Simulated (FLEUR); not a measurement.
# Calculated records

**SrFeO3: which magnetic order is lowest**

Symmetry: Pm-3m, No. 221, cubic system. The conventional cell has a = 3.829 Å, b = 3.829 Å, c = 3.829 Å, α = 90.00°, β = 90.00°, γ = 90.00°. Nearest to Sr lie 12 O at 2.71 Å. Nearest to Fe lie 6 O at 1.91 Å. O has 2 Fe at 1.91 Å and 4 Sr at 2.71 Å nearest. Farther neighbours and most contacts between anions are not listed.

```xyz
5
Lattice="3.8288 0.0000 0.0000 0.0000 3.8288 0.0000 0.0000 0.0000 3.8288" Properties=species:S:1:pos:R:3 pbc="T T T"
Sr    0.0000    0.0000    0.0000
Fe    1.9144    1.9144    1.9144
O     0.0000    1.9144    1.9144
O     1.9144    0.0000    1.9144
O     1.9144    1.9144    0.0000
```

```
method                                                                      : LDA (VWN) with U = 5.4 eV, J = 0.9 eV on Fe d; all-electron FLAPW, Dirac cores, scalar-relativistic bands (and 1 further level or step)
program                                                                     : FLEUR MaX-R8.1
settings of one run                                                         : kmax 4.4 1/bohr, gmax 13.2 1/bohr, muffin tin radii Sr: 2.8, Fe: 2.25, O: 1.27 bohr, lmax Sr: [10, 8], Fe: [8, 6], O: [6, 4], hist occupations, smearing width 0.05 eV, mixer Anderson, mixing 0.05, max iterations 130, stop 0.0001 me/bohr³, collinear spin, 6×6×6 k-mesh, double counting FLL, mesh matched on, starting moments 0 4 0 0 0 μB
cost                                                                        : 3 runs, 5 min in all on 4 MPI ranks of AMD EPYC 9R45 (Zen 5), shared host (the runs of this entry)
notes                                                                       : The run is spin-polarised, with a total moment of 4.08 μB a cell. Only 2 starts were tried; other patterns of signs, canted and longer-period orders were not.
lowest state found                                                          : ferromagnetic (initial ferro +)
largest site spin moment                                                    : 3.67 μB
next finished state                                                         : antiferromagnetic, 162 meV a seeded atom higher
orbital moment on the atom of largest spin, along its spin (spin–orbit run) : 0.0138 μB
```

The lowest state found is ferromagnetic, reached from the start ferro +, with moments up to 3.67 μB. The next finished state costs 162 meV a seeded atom.

[Logs and program files are shortened in this print: banners, set-up blocks, solver, clock and traceback lines can be left out without a mark of their own.]

[Logs are printed without paths, hosts, clocks, repeated set-up lines and the standing remarks that a program may print on its own settings, such as how far it seeks lower states.]

[Hosts, paths, dates, database ids (printed as entryN), source tags and the programs' standing remarks are cut or masked in the printed files.]

[Where a cell is said to come from a database of computed structures, the database is the Materials Project.]
